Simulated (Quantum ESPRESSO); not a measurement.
# Collinear magnetic orders of FeO (Wuestite) with Quantum ESPRESSO

Aim: find out which collinear order of FeO (Wuestite) costs least.

Method: LDA; plane waves with GBRV 1.5 LDA potentials, no spin-orbit coupling, in Quantum ESPRESSO 7.5.

The database entry behind the starting cell differs from later determinations by our own check (inexact against later determinations), so it need not match the best structure at ambient conditions.

### Step 1. The starting structure

The structure is cubic, space group Fm-3m (No. 225). The conventional cell has a = 4.311 Å, b = 4.311 Å, c = 4.311 Å, α = 90.00°, β = 90.00°, γ = 90.00°. Nearest to Fe lie 6 O at 2.16 Å. Nearest to O lie 6 Fe at 2.16 Å. Farther neighbours and most contacts between anions are not listed.

Coordinates:

```cif
data_structure
_symmetry_space_group_name_H-M 'Fm-3m'
_symmetry_Int_Tables_number 225
_cell_length_a 4.3108
_cell_length_b 4.3108
_cell_length_c 4.3108
_cell_angle_alpha 90.000
_cell_angle_beta 90.000
_cell_angle_gamma 90.000
_cell_volume 80.11
loop_
_atom_site_label
_atom_site_type_symbol
_atom_site_symmetry_multiplicity
_atom_site_Wyckoff_symbol
_atom_site_fract_x
_atom_site_fract_y
_atom_site_fract_z
_atom_site_occupancy
Fe1 Fe 4 a 0.00000 0.00000 0.00000 1
O1 O 4 b 0.50000 0.00000 0.00000 1
```

The cell comes from the Crystallography Open Database.

### Step 2. Run 1 (ferro +)

The signs are those of the starting moments on the seeded atoms, the atoms that are given a moment.

pw.in

```
&CONTROL
  calculation = 'scf'
  prefix = 'pwscf'
  outdir = './tmp'
  pseudo_dir = './pseudo'
  disk_io = 'nowf'
/
&SYSTEM
  ibrav = 0
  nat = 2
  ntyp = 2
  ecutwfc = 40
  ecutrho = 280
  nbnd = 20
  occupations = 'smearing'
  smearing = 'fd'
  degauss = 0.00367493
  nspin = 2
  starting_magnetization(1) = 0.25
  starting_magnetization(2) = 0
/
&ELECTRONS
  conv_thr = 4d-09
  electron_maxstep = 150
  mixing_beta = 0.3
/
ATOMIC_SPECIES
Fe     55.8450 fe_lda_v1.5.uspp.F.UPF
O      15.9990 o_lda_v1.2.uspp.F.UPF
CELL_PARAMETERS angstrom
   0.0000000000    2.1554000000    2.1554000000
   2.1554000000    0.0000000000    2.1554000000
   2.1554000000    2.1554000000    0.0000000000
ATOMIC_POSITIONS crystal
Fe      0.0000000000    0.0000000000    0.0000000000
O       0.5000000000    0.5000000000    0.5000000000
K_POINTS automatic
8 8 8 0 0 0
```

The run is started by

```console
> OMP_NUM_THREADS=1 mpirun -n 4 pw.x -nk 4 -in pw.in > pw.out
```

The log of the run:

```text
Program PWSCF v.7.5 starts

     Message from routine setup:
     using ibrav=0 with symmetry is DISCOURAGED, use correct ibrav instead

     K-points division:     npool     =       4
     Subspace diagonalization in iterative solution of the eigenvalue problem:

     G-vector sticks info
     --------------------
     sticks:   dense  smooth     PW     G-vecs:    dense   smooth      PW
     Sum         649     367    121                10777     4645     893

     Using Slab Decomposition

     bravais-lattice index     =            0
     lattice parameter (alat)  =       5.7603  a.u.
     unit-cell volume          =     135.1482 (a.u.)^3
     number of atoms/cell      =            2
     number of atomic types    =            2
     number of electrons       =        22.00
     number of Kohn-Sham states=           20
     kinetic-energy cutoff     =      40.0000  Ry
     charge density cutoff     =     280.0000  Ry
     scf convergence threshold =      4.0E-09
     mixing beta               =       0.3000
     number of iterations used =            8  plain     mixing
     Exchange-correlation= SLA  PZ   NOGX NOGC
                           (   1   1   0   0   0   0   0)

     celldm(1)=   5.760255  celldm(2)=   0.000000  celldm(3)=   0.000000
     celldm(4)=   0.000000  celldm(5)=   0.000000  celldm(6)=   0.000000

     crystal axes: (cart. coord. in units of alat)
               a(1) = (   0.000000   0.707107   0.707107 )
               a(2) = (   0.707107   0.000000   0.707107 )
               a(3) = (   0.707107   0.707107   0.000000 )

     reciprocal axes: (cart. coord. in units 2 pi/alat)
               b(1) = ( -0.707107  0.707107  0.707107 )
               b(2) = (  0.707107 -0.707107  0.707107 )
               b(3) = (  0.707107  0.707107 -0.707107 )

     PseudoPot. # 1 for Fe read from file:
     fe_lda_v1.5.uspp.F.UPF
     Pseudo is Ultrasoft + core correction, Zval = 16.0
     Generated by new atomic code, or converted to UPF format
     Using radial grid of  861 points,  6 beta functions with:
                l(1) =   0
                l(2) =   0
                l(3) =   1
                l(4) =   1
                l(5) =   2
                l(6) =   2
     Q(r) pseudized with  8 coefficients,  rinner =    1.000   1.000   1.000
                                                       1.000   1.000

     PseudoPot. # 2 for O  read from file:
     o_lda_v1.2.uspp.F.UPF
     Pseudo is Ultrasoft + core correction, Zval =  6.0
     Generated by new atomic code, or converted to UPF format
     Using radial grid of  737 points,  5 beta functions with:
                l(1) =   0
                l(2) =   0
                l(3) =   1
                l(4) =   1
                l(5) =   2
     Q(r) pseudized with  8 coefficients,  rinner =    0.900   0.900   0.900
                                                       0.900   0.900

     atomic species   valence    mass     pseudopotential
     Fe               16.00    55.84500     Fe( 1.00)
     O                 6.00    15.99900     O ( 1.00)

     Starting magnetic structure
     atomic species   magnetization
     Fe              0.250
     O               0.000

     48 Sym. Ops., with inversion, found

   Cartesian axes

     site n.     atom                  positions (alat units)
         1        Fe     tau(   1) = (   0.0000000   0.0000000   0.0000000  )
         2        O      tau(   2) = (   0.7071068   0.7071068   0.7071068  )

     number of k points=    29  Fermi-Dirac smearing, width (Ry)=  0.0037
                       cart. coord. in units 2pi/alat
        k(    1) = (   0.0000000   0.0000000   0.0000000), wk =   0.0019531
        k(    2) = (   0.0883883   0.0883883  -0.0883883), wk =   0.0156250
        k(    3) = (   0.1767767   0.1767767  -0.1767767), wk =   0.0156250
        k(    4) = (   0.2651650   0.2651650  -0.2651650), wk =   0.0156250
        k(    5) = (  -0.3535534  -0.3535534   0.3535534), wk =   0.0078125
        [... 24 further k-points ...]

     Dense  grid:    10777 G-vectors     FFT dimensions: (  32,  32,  32)

     Smooth grid:     4645 G-vectors     FFT dimensions: (  24,  24,  24)

     Check: negative core charge=   -0.000047
     Generating pointlists ...
     new r_m :   0.2917 (alat units)  1.6802 (a.u.) for type    1
     new r_m :   0.2917 (alat units)  1.6802 (a.u.) for type    2

     Initial potential from superposition of free atoms

     starting charge      21.0000, renormalised to      22.0000
     Starting wfcs are   17 randomized atomic wfcs +    3 random wfcs

     Self-consistent Calculation

     iteration #  1     ecut=    40.00 Ry     beta= 0.30
     Davidson diagonalization with overlap
     ethr =  1.00E-02,  avg # of iterations =  5.1

     total energy              =    -282.40873176 Ry
     estimated scf accuracy    <       0.63435728 Ry

     total magnetization       =     4.08 Bohr mag/cell
     absolute magnetization    =     4.08 Bohr mag/cell

     iteration #  2     ecut=    40.00 Ry     beta= 0.30
     Davidson diagonalization with overlap
     ethr =  2.88E-03,  avg # of iterations =  1.9

     total energy              =    -282.54171215 Ry
     estimated scf accuracy    <       0.10946079 Ry

     total magnetization       =     3.78 Bohr mag/cell
     absolute magnetization    =     3.78 Bohr mag/cell

     iteration #  3     ecut=    40.00 Ry     beta= 0.30
     Davidson diagonalization with overlap
     ethr =  4.98E-04,  avg # of iterations =  1.5

     total energy              =    -282.56110245 Ry
     estimated scf accuracy    <       0.01130987 Ry

     total magnetization       =     4.00 Bohr mag/cell
     absolute magnetization    =     4.00 Bohr mag/cell

     [... further iterations left out ...]

     iteration #  7     ecut=    40.00 Ry     beta= 0.30
     Davidson diagonalization with overlap
     ethr =  1.15E-07,  avg # of iterations =  2.0

     total energy              =    -282.56359031 Ry
     estimated scf accuracy    <       0.00000078 Ry

     total magnetization       =     4.00 Bohr mag/cell
     absolute magnetization    =     4.01 Bohr mag/cell

     iteration #  8     ecut=    40.00 Ry     beta= 0.30
     Davidson diagonalization with overlap
     ethr =  3.55E-09,  avg # of iterations =  1.5

     total energy              =    -282.56359055 Ry
     estimated scf accuracy    <       0.00000020 Ry

     total magnetization       =     4.00 Bohr mag/cell
     absolute magnetization    =     4.01 Bohr mag/cell

     iteration #  9     ecut=    40.00 Ry     beta= 0.30
     Davidson diagonalization with overlap
     ethr =  9.13E-10,  avg # of iterations =  1.8

     total energy              =    -282.56359060 Ry
     estimated scf accuracy    <          9.7E-09 Ry

     total magnetization       =     4.00 Bohr mag/cell
     absolute magnetization    =     4.01 Bohr mag/cell

     iteration # 10     ecut=    40.00 Ry     beta= 0.30
     Davidson diagonalization with overlap
     ethr =  4.41E-11,  avg # of iterations =  1.5

     Magnetic moment per site  (integrated on atomic sphere of radius R)
     atom   1 (R=0.292)  charge= 13.5443  magn=  3.4315
     atom   2 (R=0.292)  charge=  5.7980  magn=  0.3391

     End of self-consistent calculation

     [... lines left out ...]
     the Fermi energy is    14.0368 ev

!    total energy              =    -282.56359061 Ry
     estimated scf accuracy    <          3.1E-10 Ry
     smearing contrib. (-TS)   =      -0.00099384 Ry
     internal energy E=F+TS    =    -282.56259676 Ry

     The total energy is F=E-TS. E is the sum of the following terms:
     one-electron contribution =    -136.84494364 Ry
     hartree contribution      =      80.39076068 Ry
     xc contribution           =     -36.08085779 Ry
     ewald contribution        =    -190.02755602 Ry

     total magnetization       =     4.00 Bohr mag/cell
     absolute magnetization    =     4.01 Bohr mag/cell

     convergence has been achieved in  10 iterations

=------------------------------------------------------------------------------=
   JOB DONE.
=------------------------------------------------------------------------------=
```

It took 3.2 s on 4 MPI ranks of Arm Neoverse V2, shared host; peak memory 0.24 GiB.

Spin moment in the atom's sphere by atom:

| atom | spin moment in the atom's sphere (μB) |
| --- | --- |
| Fe1 | 3.43 |
| O2 | 0.34 |

Numbers from this step:

```
smearing term TS       : 0.01352 eV
magnetization          : 4.001 μB
absolute magnetization : 4.007 μB
final state            : ferromagnetic
```

### Step 3. Start 2: antiferro q=(0,1/2,1/2) +−

This order needs a doubled cell of 4 atoms. The wavevector q is in fractions of the reciprocal vectors of the crystal's primitive cell, as the cells of these inputs are built from it; moments change sign between cells as cos(2π q·R).

pw.in

```
&CONTROL
  calculation = 'scf'
  prefix = 'pwscf'
  outdir = './tmp'
  pseudo_dir = './pseudo'
  disk_io = 'nowf'
/
&SYSTEM
  ibrav = 0
  nat = 4
  ntyp = 3
  ecutwfc = 40
  ecutrho = 280
  nbnd = 31
  occupations = 'smearing'
  smearing = 'fd'
  degauss = 0.00367493
  nspin = 2
  starting_magnetization(1) = 0.25
  starting_magnetization(2) = -0.25
  starting_magnetization(3) = 0
/
&ELECTRONS
  conv_thr = 8d-09
  electron_maxstep = 150
  mixing_beta = 0.3
/
ATOMIC_SPECIES
Fe1    55.8450 fe_lda_v1.5.uspp.F.UPF
Fe2    55.8450 fe_lda_v1.5.uspp.F.UPF
O      15.9990 o_lda_v1.2.uspp.F.UPF
CELL_PARAMETERS angstrom
   0.0000000000    2.1554000000    2.1554000000
   4.3108000000    0.0000000000    4.3108000000
   4.3108000000    2.1554000000    2.1554000000
ATOMIC_POSITIONS crystal
Fe1     0.0000000000    0.0000000000    0.0000000000
Fe2     0.0000000000    0.5000000000    0.0000000000
O       0.5000000000    0.0000000000    0.5000000000
O       0.5000000000    0.5000000000    0.5000000000
K_POINTS automatic
8 4 8 0 0 0
```

The log of the run:

```text
[banner, memory and clock lines left out]
Program PWSCF v.7.5 starts

     Message from routine setup:
     using ibrav=0 with symmetry is DISCOURAGED, use correct ibrav instead

     bravais-lattice index     =            0
     lattice parameter (alat)  =       5.7603  a.u.
     unit-cell volume          =     270.2964 (a.u.)^3
     number of atoms/cell      =            4
     number of atomic types    =            3
     number of electrons       =        44.00
     number of Kohn-Sham states=           31
     kinetic-energy cutoff     =      40.0000  Ry
     charge density cutoff     =     280.0000  Ry
     scf convergence threshold =      8.0E-09
     mixing beta               =       0.3000
     number of iterations used =            8  plain     mixing
     Exchange-correlation= SLA  PZ   NOGX NOGC
                           (   1   1   0   0   0   0   0)

     celldm(1)=   5.760255  celldm(2)=   0.000000  celldm(3)=   0.000000
     celldm(4)=   0.000000  celldm(5)=   0.000000  celldm(6)=   0.000000

     crystal axes: (cart. coord. in units of alat)
               a(1) = (   0.000000   0.707107   0.707107 )
               a(2) = (   1.414214   0.000000   1.414214 )
               a(3) = (   1.414214   0.707107   0.707107 )

     reciprocal axes: (cart. coord. in units 2 pi/alat)
               b(1) = ( -0.707107  0.707107  0.707107 )
               b(2) = ( -0.000000 -0.707107  0.707107 )
               b(3) = (  0.707107  0.707107 -0.707107 )

     PseudoPot. # 1 for Fe read from file:
     fe_lda_v1.5.uspp.F.UPF
     Pseudo is Ultrasoft + core correction, Zval = 16.0

     PseudoPot. # 2 for Fe read from file:
     fe_lda_v1.5.uspp.F.UPF
     Pseudo is Ultrasoft + core correction, Zval = 16.0

     PseudoPot. # 3 for O  read from file:
     o_lda_v1.2.uspp.F.UPF
     Pseudo is Ultrasoft + core correction, Zval =  6.0

     atomic species   valence    mass     pseudopotential
     Fe1              16.00    55.84500     Fe( 1.00)
     Fe2              16.00    55.84500     Fe( 1.00)
     O                 6.00    15.99900     O ( 1.00)

     Starting magnetic structure
     atomic species   magnetization
     Fe1             0.250
     Fe2            -0.250
     O               0.000

     16 Sym. Ops., with inversion, found

   Cartesian axes

     site n.     atom                  positions (alat units)
         1        Fe1    tau(   1) = (   0.0000000   0.0000000   0.0000000  )
         2        Fe2    tau(   2) = (   0.7071068   0.0000000   0.7071068  )
         3        O      tau(   3) = (   0.7071068   0.7071068   0.7071068  )
         4        O      tau(   4) = (   1.4142136   0.7071068   1.4142136  )

     number of k points=    39  Fermi-Dirac smearing, width (Ry)=  0.0037
                       cart. coord. in units 2pi/alat
        k(    1) = (   0.0000000   0.0000000   0.0000000), wk =   0.0039062
        k(    2) = (   0.0883883   0.0883883  -0.0883883), wk =   0.0312500
        k(    3) = (   0.1767767   0.1767767  -0.1767767), wk =   0.0312500
        k(    4) = (   0.2651650   0.2651650  -0.2651650), wk =   0.0312500
        k(    5) = (  -0.3535534  -0.3535534   0.3535534), wk =   0.0078125
        [... 34 further k-points ...]

     Dense  grid:    21495 G-vectors     FFT dimensions: (  32,  64,  54)

     Smooth grid:     9213 G-vectors     FFT dimensions: (  24,  48,  45)

     Check: negative core charge=   -0.000047
     Generating pointlists ...
     new r_m :   0.2917 (alat units)  1.6802 (a.u.) for type    1
     new r_m :   0.2917 (alat units)  1.6802 (a.u.) for type    2
     new r_m :   0.2917 (alat units)  1.6802 (a.u.) for type    3

     Initial potential from superposition of free atoms

     starting charge      42.0000, renormalised to      44.0000
     Starting wfcs are   34 randomized atomic wfcs

     Self-consistent Calculation

     iteration #  1     ecut=    40.00 Ry     beta= 0.30
     Davidson diagonalization with overlap
     ethr =  1.00E-02,  avg # of iterations =  2.7

     total energy              =    -564.82169570 Ry
     estimated scf accuracy    <       1.14953617 Ry

     total magnetization       =    -0.00 Bohr mag/cell
     absolute magnetization    =     7.67 Bohr mag/cell

     iteration #  2     ecut=    40.00 Ry     beta= 0.30
     Davidson diagonalization with overlap
     ethr =  2.61E-03,  avg # of iterations =  2.1

     total energy              =    -565.05225241 Ry
     estimated scf accuracy    <       0.22584032 Ry

     total magnetization       =     0.01 Bohr mag/cell
     absolute magnetization    =     6.92 Bohr mag/cell

     [... further iterations left out ...]

     iteration # 11     ecut=    40.00 Ry     beta= 0.30
     Davidson diagonalization with overlap
     ethr =  3.13E-09,  avg # of iterations =  1.5

     total energy              =    -565.09155192 Ry
     estimated scf accuracy    <       0.00000007 Ry

     total magnetization       =     0.00 Bohr mag/cell
     absolute magnetization    =     7.39 Bohr mag/cell

     iteration # 12     ecut=    40.00 Ry     beta= 0.30
     Davidson diagonalization with overlap
     ethr =  1.55E-10,  avg # of iterations =  2.1

     Magnetic moment per site  (integrated on atomic sphere of radius R)
     atom   1 (R=0.292)  charge= 13.5584  magn=  3.3302
     atom   2 (R=0.292)  charge= 13.5584  magn= -3.3302
     atom   3 (R=0.292)  charge=  5.7920  magn= -0.1160
     atom   4 (R=0.292)  charge=  5.7920  magn=  0.1160

     End of self-consistent calculation

     [... lines left out ...]
     the Fermi energy is    14.1742 ev

!    total energy              =    -565.09155194 Ry
     estimated scf accuracy    <          7.5E-09 Ry
     smearing contrib. (-TS)   =      -0.00404496 Ry
     internal energy E=F+TS    =    -565.08750698 Ry

     The total energy is F=E-TS. E is the sum of the following terms:
     one-electron contribution =    -273.89742728 Ry
     hartree contribution      =     161.01101041 Ry
     xc contribution           =     -72.14597807 Ry
     ewald contribution        =    -380.05511204 Ry

     total magnetization       =     0.00 Bohr mag/cell
     absolute magnetization    =     7.39 Bohr mag/cell

     convergence has been achieved in  12 iterations
```

Wall time 20 s (4 MPI ranks); peak memory 0.36 GiB; 81 s of CPU time.

Spin moment in the atom's sphere by atom:

| atom | spin moment in the atom's sphere (μB) |
| --- | --- |
| Fe1 | 3.33 |
| Fe2 | -3.33 |
| O3 | -0.12 |
| O4 | 0.12 |

Read from the output:

- smearing term TS: 0.05503 eV
- magnetization: 0 μB
- absolute magnetization: 7.391 μB
- final state: antiferromagnetic

(Continued in part 2 of 2.)

[Logs and program files are shortened in this print: banners, set-up blocks, solver, clock and traceback lines can be left out without a mark of their own.]

[Logs are printed without paths, hosts, clocks, repeated set-up lines and the standing remarks that a program may print on its own settings, such as how far it seeks lower states.]

[Hosts, paths, dates, database ids (printed as entryN), source tags and the programs' standing remarks are cut or masked in the printed files.]

[Where a cell is said to come from a database of computed structures, the database is the Materials Project.]
